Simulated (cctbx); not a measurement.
# Accept or mend?

Cell a = 11.4240 Å, b = 11.4240 Å, c = 11.4240 Å, α = 90.00°, β = 90.00°, γ = 90.00°; space group Im-3 (no. 204). The compound is Sn13Ge12Ir4Ru12.

The data are simulated with cctbx, not measured: synchrotron X-rays, λ = 0.7749 Å, to d = 0.8 Å, 50 % of the full sphere, strongest reflection 20000 counts, noise from counting, a 4 % proportional error and a noise floor of 15 counts (s.d.); no absorption.

An anisotropic refinement with weights 1/σ² prints:

```text
Rint 0.045, 297 unique reflections to 0.80 A
cycle     R1     wR2    GooF  max shift (A)
   1  0.0552  0.1177   4.819   0.00082
   2  0.0219  0.0448   1.835   0.00000
final R1 0.0219 wR2 0.0448 GooF 1.835  parameters 21  data/parameter 14.1
atom        x        y        z      Ueq    occ   su(xyz)  su(Uiso or U11)
Ir1    0.75000  0.25000  0.25000   0.0050  1.000  0.00000  0.0002
Sn1    0.13054  0.11861  0.50000   0.0121  1.000  0.00007  0.0004
Sn2    0.00000  0.00000  0.00000   0.0131  1.000  0.00000  0.0005
Ru1    0.50000  0.33501  0.17488   0.0133  1.000  0.00007  0.0004
Ge1    0.25241  0.37836  0.50000   0.0103  1.000  0.00011  0.0006
difference map: max 2.29 min -1.41 rms 0.43
Q1    0.2500  0.2500  0.2500    8    2.29  0.00 A from Ir1
Q2    0.0000  0.2879  0.1613   24    1.76  0.65 A from Ge1
Q3    0.0000  0.2521  0.0829   24    1.65  0.45 A from Ge1
Q4    0.0000  0.0000  0.3643   12    1.49  1.93 A from Ge1
Q5    0.0000  0.3840  0.5000   12    1.46  1.37 A from Sn1
Q6    0.0000  0.5000  0.0000    6    1.39  2.01 A from Sn1
```

Q: Accept it or mend it, and why?

Mend it. The fault: dispersion terms of the wrong wavelength (1.54184 Å). Against the right model at the same level, R1 goes from 0.0105 to 0.0219 and GooF from 0.91 to 1.83, U of Ir1 shrinks from 0.0085 to 0.0050 Å² and U of Ge1 shrinks from 0.0146 to 0.0103 Å². f′ and f″ must be those of the data's wavelength; the error mimics a mistyped heavy atom. The signs are weak, and the output alone doesn't single this fault out.

The compound is Sn13Ge12Ir4Ru12. The right model at the same level gives:

```text
Rint 0.045, 297 unique reflections to 0.80 A
cycle     R1     wR2    GooF  max shift (A)
   1  0.0107  0.0225   0.923   0.00010
   2  0.0105  0.0221   0.905   0.00000
final R1 0.0105 wR2 0.0221 GooF 0.905  parameters 21  data/parameter 14.1
atom        x        y        z      Ueq    occ   su(xyz)  su(Uiso or U11)
Ir1    0.75000  0.25000  0.25000   0.0085  1.000  0.00000  0.0001
Sn1    0.13051  0.11854  0.50000   0.0101  1.000  0.00003  0.0002
Sn2    0.00000  0.00000  0.00000   0.0110  1.000  0.00000  0.0002
Ru1    0.50000  0.33500  0.17490   0.0105  1.000  0.00004  0.0002
Ge1    0.25240  0.37830  0.50000   0.0146  1.000  0.00005  0.0003
difference map: max 1.19 min -1.76 rms 0.29
Q1    0.0000  0.4536  0.2059   24    1.24  1.69 A from Sn1
Q2    0.0000  0.3875  0.5000   12    1.18  1.37 A from Sn1
Q3    0.0000  0.0000  0.5000    6    1.13  2.01 A from Sn1
Q4    0.0000  0.1811  0.0621   24    1.04  1.02 A from Ge1
Q5    0.0000  0.2853  0.1815   24    1.03  0.81 A from Ge1
Q6    0.0000  0.4038  0.2813   24    0.94  1.21 A from Sn1
```

Isotropic U is held between 0.0001 and 1 Å² by the program, and listed peak heights are interpolated, so they can pass the grid's maximum.

The model was made for the exercise: a known structure type with other elements put in, its volume estimated, not relaxed; displacement parameters are assumed.

[Middle refinement cycles are left out of these outputs.]

[Logs are printed without paths, hosts, clocks, repeated set-up lines and the standing remarks that a program may print on its own settings, such as how far it seeks lower states.]
